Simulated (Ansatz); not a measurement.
# Resistivity from frozen vibrations: W(100) with 4 thermally displaced layers, 2x2

Aim: the resistivity of W at 300 K from frozen thermal displacements between perfect leads. The measured value for the pure metal at this temperature is 5.44 µΩ cm (CRC Handbook of Chemistry and Physics, 84th ed., 2003, Electrical Resistivity of Pure Metals).

Main program and level: Ansatz 0.2.0; Ansatz plane-wave DFT, PBE, PAW files; ballistic transport by layer matching (Landauer), zero bias; PAW set soft_1.

## Step 1: The starting structure

The cell holds 56 atoms: 56 W. Cell: a = 6.330 Å, b = 6.330 Å, c = 22.154 Å, α = 90.0°, β = 90.0°, γ = 90.0°. It derives from W. Regions: lead, 40 atoms (40 W); scattering region, 16 atoms (16 W). The structure is stacked along c, and the current runs across the ab planes.

## Step 2: With 4 displaced layers

Each atom of 4 layers is moved at random, by amounts drawn from a normal law 0.0394 Å wide in each direction from the Debye model (400 K) at 300 K. The layers about the cell's end stay perfect and serve as the lead. Disorder leaves little or no symmetry, which makes such runs dear. Energies from -0.05 to 0.05 eV in steps of 0.05 eV are too few for the program's thermal sum, so it prints no conductance; for a metal the transmission near the Fermi level serves, at a fraction of the cost.

Contents of input.yaml:

```yaml
crystal:
  lattice:
    - [6.3296, 0.0, 0.0]
    - [0.0, 6.3296, 0.0]
    - [0.0, 0.0, 22.1536]
  atoms:
    - { symbol: W, position: [0.0, 0.0, 0.0357142857] }
    - { symbol: W, position: [0.0, 0.5, 0.0357142857] }
    - { symbol: W, position: [0.5, 0.0, 0.0357142857] }
    - { symbol: W, position: [0.5, 0.5, 0.0357142857] }
    - { symbol: W, position: [0.25, 0.25, 0.1071428571] }
    - { symbol: W, position: [0.25, 0.75, 0.1071428571] }
    - { symbol: W, position: [0.75, 0.25, 0.1071428571] }
    - { symbol: W, position: [0.75, 0.75, 0.1071428571] }
    - { symbol: W, position: [0.0, 0.0, 0.1785714286] }
    - { symbol: W, position: [0.0, 0.5, 0.1785714286] }
    - { symbol: W, position: [0.5, 0.0, 0.1785714286] }
    - { symbol: W, position: [0.5, 0.5, 0.1785714286] }
    - { symbol: W, position: [0.25, 0.25, 0.25] }
    - { symbol: W, position: [0.25, 0.75, 0.25] }
    - { symbol: W, position: [0.75, 0.25, 0.25] }
    - { symbol: W, position: [0.75, 0.75, 0.25] }
    - { symbol: W, position: [0.0, 0.0, 0.3214285714] }
    - { symbol: W, position: [0.0, 0.5, 0.3214285714] }
    - { symbol: W, position: [0.5, 0.0, 0.3214285714] }
    - { symbol: W, position: [0.5, 0.5, 0.3214285714] }
    - { symbol: W, position: [0.2507836189, 0.2491766509, 0.3939975603] }
    - { symbol: W, position: [0.2506537944, 0.7466614182, 0.3935010447] }
    - { symbol: W, position: [0.758127235, 0.2559027218, 0.391603983] }
    - { symbol: W, position: [0.7421132076, 0.7461154158, 0.3929307331] }
    - { symbol: W, position: [0.9855091482, 0.9986363718, 0.4620670879] }
    - { symbol: W, position: [0.995436113, 0.4966078831, 0.4637224703] }
    - { symbol: W, position: [0.5025655046, 0.0064975083, 0.4640568292] }
    - { symbol: W, position: [0.5085165409, 0.4958541463, 0.4649116575] }
    - { symbol: W, position: [0.2556309158, 0.2505859356, 0.5343903171] }
    - { symbol: W, position: [0.2442553079, 0.7471472046, 0.536106393] }
    - { symbol: W, position: [0.7437075123, 0.2486963045, 0.5354307496] }
    - { symbol: W, position: [0.7533708428, 0.751337872, 0.5363471072] }
    - { symbol: W, position: [0.9959249858, 0.9991921776, 0.6085389029] }
    - { symbol: W, position: [0.0093078723, 0.4921528212, 0.609838741] }
    - { symbol: W, position: [0.508388225, 0.0048695561, 0.6076137802] }
    - { symbol: W, position: [0.4980434629, 0.5090871751, 0.6106335406] }
    - { symbol: W, position: [0.25, 0.25, 0.6785714286] }
    - { symbol: W, position: [0.25, 0.75, 0.6785714286] }
    - { symbol: W, position: [0.75, 0.25, 0.6785714286] }
    - { symbol: W, position: [0.75, 0.75, 0.6785714286] }
    - { symbol: W, position: [0.0, 0.0, 0.75] }
    - { symbol: W, position: [0.0, 0.5, 0.75] }
    - { symbol: W, position: [0.5, 0.0, 0.75] }
    - { symbol: W, position: [0.5, 0.5, 0.75] }
    - { symbol: W, position: [0.25, 0.25, 0.8214285714] }
    - { symbol: W, position: [0.25, 0.75, 0.8214285714] }
    - { symbol: W, position: [0.75, 0.25, 0.8214285714] }
    - { symbol: W, position: [0.75, 0.75, 0.8214285714] }
    - { symbol: W, position: [0.0, 0.0, 0.8928571429] }
    - { symbol: W, position: [0.0, 0.5, 0.8928571429] }
    - { symbol: W, position: [0.5, 0.0, 0.8928571429] }
    - { symbol: W, position: [0.5, 0.5, 0.8928571429] }
    - { symbol: W, position: [0.25, 0.25, 0.9642857143] }
    - { symbol: W, position: [0.25, 0.75, 0.9642857143] }
    - { symbol: W, position: [0.75, 0.25, 0.9642857143] }
    - { symbol: W, position: [0.75, 0.75, 0.9642857143] }
kpoints:
  mp_grid: { grid: [4, 4, 1] }
hamiltonian:
  xc: pbe
  pseudopotentials: { kind: paw, azcp: { folder: soft_1 } }
scf:
  occupations: { method: fermi_dirac, width: 0.1 }
output:
  transmission: { leads: [[0, 4]], kmesh: [8, 8], e_range: [-0.05, 0.05], de: 0.05 }
  write_potential: true
  write_density: true
  volumetric_format: npy
  elf: true
```

Started as:

```
$ ansatz run input.yaml --threads 4 --pin off --max-ram 15360MiB --backend cpu --events-out ev --progress --plain --runs-dir out
```

Numbers of over 12 decimals in the logs are rounded to 6 here.

Output:

```text
Engine: ansatz 0.2.0, x86_64-unknown-linux-gnu
Pseudopotentials: kind: paw
Pseudopotential: W, paw, valence charge 14, recommended cutoff 420 eV (normal), soft_1/W.paw.azcp
Functional definition: PBE
  parameter kappa = 0.804
  parameter beta = 0.066725
  exchange = pbe_x(kappa = kappa, mu = beta*pi^2/3)
  correlation = pbe_c(beta = beta)
Crystal: 56 atoms, lattice volume = 887.558 Å³
Basis set: ecut = 420 eV, 17351 PW (Γ)
Bands: 471, of which v1, the nominal top of the filled ones, is band 392 counted from 1 (391 counted from 0)
Symmetry: 1 space group operations
Space group: P1 (ITA 1), of the structure as read, at distance tolerance 9.6e-5 Å
k-points: 10 of 16 (time reversal used)
Non-local potential: W, projectors of the file, l = 0: 3, l = 1: 2, l = 2: 2, l = 3: 1
PAW form: soft (Blöchl's): semilocal exchange-correlation on the pseudo side does not see the compensation charge
PAW one-centre angular grid: W, 590 points (default); XC on 64 Gauss nodes
Initial density: superposition of atomic densities (chi_scale 0.1, normalization cell)
Initial wavefunctions: pseudopotential atomic-orbital guess
Functional: x = pbe(κ = 0.804, μ = 0.219515), c = pbe(β = 0.066725)
SCF iter   1: F=—  HF=-581621.844368 eV  |F-HF|=—  |Δ(HF+E_count)|=         —  Δρ=6.31e-2  dr2=3.06e1  ethr=3.10e-3  ⟨swp⟩=5.0  Hψ=16979  notcnv=0
preconditioner: auto → Kerker (q_TF=auto, 2.672 Å⁻¹)  [metal: Δε(μ)=0.004 eV  Ē_g=5.402 eV  σ=0.100 eV  W_gap=0.01  n_scr=294 (ndim 8)  ℏωp=22.8 eV  f_vac=0.000  D(μ)=25.76/eV (n_scr^D=204)]
SCF iter   2: F=—  HF=-581614.663411 eV  |F-HF|=—  |Δ(HF+E_count)|=    7.18e0  Δρ=3.77e-2  dr2=1.06e1  ethr=3.10e-3  ⟨swp⟩=2.0  Hψ=6034  notcnv=0  defer=10
SCF iter   3: F=—  HF=-581611.052612 eV  |F-HF|=—  |Δ(HF+E_count)|=    3.61e0  Δρ=2.97e-3  dr2=3.27e-2  ethr=1.35e-3  ⟨swp⟩=2.0  Hψ=8535  notcnv=0  defer=10
SCF iter   4: F=—  HF=-581611.069222 eV  |F-HF|=—  |Δ(HF+E_count)|=   1.66e-2  Δρ=3.08e-4  dr2=5.12e-4  ethr=4.17e-6  ⟨swp⟩=2.5  Hψ=8865  notcnv=0  defer=9
SCF iter   5: F=—  HF=-581611.069322 eV  |F-HF|=—  |Δ(HF+E_count)|=   1.01e-4  Δρ=4.90e-5  dr2=4.23e-5  ethr=6.53e-8  ⟨swp⟩=2.0  Hψ=6277  notcnv=0  defer=9
SCF iter   6: F=—  HF=-581611.068655 eV  |F-HF|=—  |Δ(HF+E_count)|=   6.67e-4  Δρ=8.14e-6  dr2=3.74e-6  ethr=5.39e-9  ⟨swp⟩=2.1  Hψ=5933  notcnv=0  defer=9
SCF iter   7: F=—  HF=-581611.068655 eV  |F-HF|=—  |Δ(HF+E_count)|=   2.60e-7  Δρ=1.72e-6  dr2=1.33e-7  ethr=4.77e-10  ⟨swp⟩=1.9  Hψ=5273  notcnv=0  defer=9
SCF iter   8: F=-581611.068655 eV  HF=-581611.068655 eV  |F-HF|=5.12e-9  |Δ(HF+E_count)|=   4.77e-9  Δρ=3.79e-7  dr2=5.86e-9  ethr=1.28e-11  ⟨swp⟩=7.0  Hψ=9930  notcnv=0
SCF 1 converged in 8 iterations: F = -581611.068655 eV  dr2 = 5.86e-9
  greatest PAW one-centre occupation: 0.999 electrons in one spin orbital (limit 2), on the W atom at site 22 (counted from 0), in its partial waves of l = 0
transmission: 99 of 952 steps passed
transmission: 192 of 952 steps passed
[...]
transmission: 952 of 952 steps passed
SCF converged after 8 iterations
Free energy (F): -581611.068655 eV
Harris-Foulkes:  -581611.068655 eV  (|F-HF|=5.12e-9)
Internal energy: -581610.091525 eV  (E = F + TS)
E sigma→0 (E₀):  -581610.580090 eV
Entropy (-TS):   -0.977130 eV (-17.449 meV/atom)
Fermi energy:    22.480185 eV
--- Per-component energies (eV) ---
  E_band       = -4714.339729
  E_kinetic    = 23623.210265
  E_local      = -30352.566474  (includes V_loc(G=0)·N_el)
  E_nonlocal   = -1426.615874
  E_hartree    = 12752.832075
  E_xc         = -14996.755035
  E_vxc        = -12962.256196  (∫ρ·V_xc dr)
  E_paw        = -480360.965098  (= ΣΔE_a)
  E_vpaw       = -9101.781090  (= ΣTr[D̂ρ^β])
  E_aug_tail   = 0.008262  (compensation charges beyond the density's cutoff)
  E_ewald      = -90849.239646
  E_smearing   = -0.977130  (= −TS)
  E_closure    = -0.000000  (closes the sum)
  Σ components = -581611.068655   (vs F -581611.068655, Δ=0.00e0)
--- Band table (eV; the first three rows and the last of 10) ---
  k-point 0: bands = [... 388 lower, 22.3969, 22.3984, 22.4009, 22.4084, 22.5198, 22.5435, 22.5733, 22.5809, ... 75 higher]
  k-point 1: bands = [... 388 lower, 22.1710, 22.1744, 22.3820, 22.3928, 22.4513, 22.4606, 22.5691, 22.5767, ... 75 higher]
  k-point 2: bands = [... 388 lower, 22.4005, 22.4453, 22.4625, 22.4782, 22.7160, 22.7472, 22.8560, 22.8740, ... 75 higher]
  k-point 9: bands = [... 388 lower, 21.7120, 21.7166, 21.7572, 21.7671, 22.5150, 22.5270, 22.5388, 22.5734, ... 75 higher]
--- Transmission ---
  basis      : 349 plane waves across, 28 finite elements along
  points     : 34, standing for a mesh of 8 x 8
  energies   : 3 from -0.050000 to 0.050000 eV about the Fermi level, 0.050000 eV apart; the leads are filled to 0.000000 eV, and channels, transmission and decay are at 0.000000 eV
  crystal 0  : W4, at the sites [0, 4], period 1.5824 Å, over 15.82 Å; its Hamiltonian steps by up to 2.8 meV
    offset         : up to 0.0000 Å between an atom of the period and one for which it stands
    channels       : 5.656250e0 a spin
    conductance    : none, the energies end too early or step too widely for 300 K: set another output.transmission.e_range or a lower de, or, where they end at an eighth of basis.ecutwfc, a higher one
    slowest decay  : 0.0297 /Å at (0.5000, 0.5000)
  junction   : crystal 0 to crystal 0, 0.70 to 21.27 Å
    transmission   : 5.245125e0 a spin
    conductance    : none, the energies end too early or step too widely for 300 K: set another output.transmission.e_range or a lower de, or, where they end at an eighth of basis.ecutwfc, a higher one
```

Wall time 5.8 min (4 threads of Intel Xeon 6975P-C (Granite Rapids), shared host); peak memory 7.9 GiB; 19 min of CPU time.

The column dr2 measures how far the density is from self-consistency, as an energy; F and HF (Harris–Foulkes) agree once it is small.

This step gave:

```yaml
free_energy: -581611.0687 eV
energy_at_zero_smearing: -581610.5801 eV
fermi_energy: 22.48 eV
cell_area: 40.06 Å²
transmission_per_spin_nearest_the_fermi_level: 5.245
open_channels_per_spin_nearest_the_fermi_level: 5.656
step_of_the_lead_s_potential: 2.8 meV
```

Per spin. The transmission, zone mean by energy, zero at the Fermi level:

| energy (eV) | transmission, zone mean |
| --- | --- |
| -0.0500 | 4.92 |
| 0.0000 | 5.25 |
| 0.0500 | 5.22 |

Per spin. Open channels, zone mean, lead against energy, zero at the Fermi level:

| energy (eV) | open channels, zone mean, lead |
| --- | --- |
| -0.0500 | 5.28 |
| 0.0000 | 5.66 |
| 0.0500 | 5.53 |

Transmission over k1 and k2. At 0.0000 eV from the Fermi level.

Values, 8 rows by 8 columns:
```
 1.9  1.0  3.0  4.0  6.0  4.0  3.0  1.0
 2.0  3.0  1.8  6.6  8.5  6.6  1.2  3.0
 3.9  4.0  6.7 11.9 13.2 11.7  6.7  4.0
 6.9  6.0  8.6 13.1 13.5 13.1  8.6  6.0
 3.9  4.0  6.7 11.7 13.2 11.9  6.7  4.0
 2.0  3.0  1.2  6.6  8.5  6.6  1.8  3.0
 1.9  1.0  3.0  4.0  6.0  4.0  3.0  1.0
 0.0  1.9  2.0  4.0  7.0  4.0  2.0  1.9
```
Columns: k1 (b1) from -0.5 to 0.375; rows upwards: k2 (b2) from -0.5 to 0.375.

Open channels over k1 and k2. At 0.0000 eV from the Fermi level.

Values, 8 rows by 8 columns:
```
 2.0  1.0  3.0  4.0  7.0  4.0  3.0  1.0
 2.0  3.0  2.0  7.0 10.0  7.0  2.0  3.0
 4.0  4.0  7.0 13.0 14.0 13.0  7.0  4.0
 8.0  7.0 10.0 14.0 14.0 14.0 10.0  7.0
 4.0  4.0  7.0 13.0 14.0 13.0  7.0  4.0
 2.0  3.0  2.0  7.0 10.0  7.0  2.0  3.0
 2.0  1.0  3.0  4.0  7.0  4.0  3.0  1.0
 0.0  2.0  2.0  4.0  8.0  4.0  2.0  2.0
```
Columns: k1 (b1) from -0.5 to 0.375; rows upwards: k2 (b2) from -0.5 to 0.375.

Electrostatic potential energy in the ca plane at fractional y = 0.000, with atoms of W within 0.2 Å of it. With pseudopotentials it is smooth inside the atoms' cores, unlike the true potential.

Values in eV, 9 rows by 16 columns, each cell a mean:
```
 -8 -13  20  -2 -17  17   1 -21  13  13 -20   4  17 -18  -1  20
 17  16  23  19  14  23  19  10  21  22  12  20  22  14  19  23
 20  20  23  21  19  23  22  18  22  22  17  21  23  19  21  23
 -3  -8  21   3 -12  19   9 -15  15  14 -16   8  19 -12   3  21
-15 -18  19  -8 -22  15   0 -23   9   8 -23   0  14 -22  -7  19
  5   1  22  10  -2  21  15  -3  19  19  -1  16  21  -3  10  22
 22  22  23  22  21  23  23  22  23  23  22  23  23  21  22  23
 11   8  22  14   6  22  19   9  22  21   6  18  22   5  15  22
-13 -17  19  -6 -21  16   1 -21  13  11 -22   1  15 -21  -6  19
```
Columns run along c (16.0 Å, from fractional 0.14 to 0.86 of the cell; values clipped at the 3rd and 97th percentile), rows up along a (6.3 Å). Atoms in or near the plane, at fractional coordinates: W at (0.18, 0.00), W at (0.18, 0.50), W at (0.32, 0.00), W at (0.32, 0.50), W at (0.46, 0.99), W at (0.46, 0.50), W at (0.61, 0.00), W at (0.61, 0.51), W at (0.75, 0.00), W at (0.75, 0.50).

ELF in the ca plane at fractional y = 0.000, with atoms of W within 0.2 Å of it. It is the smooth field of the valence electrons, not physical close to the nuclei.

Ten even steps from '0' (0.15) to '9' (0.66), each cell a mean:
```
29679124159587133186394042197593151395781340
25875256326873265259982365258862464268742563
41012466531012566422223566421114666310125665
65335655664235655653246655653356655643356556
65335655664235655653246655652246656642356556
41112466531112566421113566421123666311124665
26885256327874255248872365258872464268842563
29669124159487133078495042196493151395781240
39239113058067023076085031194393040481481230
28998135239996145159993254179982362399971451
22332366423332466423322566322223565223323664
53113565652114666641025666631135656531146656
65446655665346655664456655664456556654466556
53113566652014666642135656631135666521135666
23442366423432366422222566323322575234323664
28998135249896144169982253179983252399971451
39239113058067032186294031194184040481481230
```
Columns run along c (16.0 Å, from fractional 0.14 to 0.86 of the cell), rows up along a (6.3 Å). Atoms in or near the plane, at fractional coordinates: W at (0.18, 0.00), W at (0.18, 0.50), W at (0.32, 0.00), W at (0.32, 0.50), W at (0.46, 0.99), W at (0.46, 0.50), W at (0.61, 0.00), W at (0.61, 0.51), W at (0.75, 0.00), W at (0.75, 0.50).

Valence density in the ca plane at fractional y = 0.000, with atoms of W within 0.2 Å of it. It is the smooth field of the valence electrons, not physical close to the nuclei.

Ten even steps from '0' (0.2 e/Å³) to '9' (5.6 e/Å³), each cell a mean:
```
16995000027983000059981000049971000169940000
02442000003431000025630000014520000024410000
00000000000000000001100000000000000000000000
00000000000000000000000000000000000000000000
00000000000000000000000000000000000000000000
00000000000000000000000000000100000000000000
02442000003531000014530000025530000024410000
16995000027993000049982000059971000169940000
17996100028994000049992000069971000279950000
04773000015862000026751000026730000148730000
01110000001210000001110000001100000011100000
00000000000000000000000000000000000000000000
00000000000000000000000000000000000000000000
00000000000000000000000000000000000000000000
01210000001210000001100000001110000012100000
04773000015862000025640000037741000148730000
17996100028994000059981000059972000279950000
```
Columns run along c (16.0 Å, from fractional 0.14 to 0.86 of the cell), rows up along a (6.3 Å). Atoms in or near the plane, at fractional coordinates: W at (0.18, 0.00), W at (0.18, 0.50), W at (0.32, 0.00), W at (0.32, 0.50), W at (0.46, 0.99), W at (0.46, 0.50), W at (0.61, 0.00), W at (0.61, 0.51), W at (0.75, 0.00), W at (0.75, 0.50).

Over the solved energies the transmission per spin lies between 4.92 and 5.25, out of 5.49 channels of the lead on average (up to 5.66).

[end of part 1 of 2]

[Logs are printed without paths, hosts, clocks, repeated set-up lines and the standing remarks that a program may print on its own settings, such as how far it seeks lower states.]

[Hosts, paths, dates, database ids (printed as entryN), source tags and the programs' standing remarks are cut or masked in the printed files.]
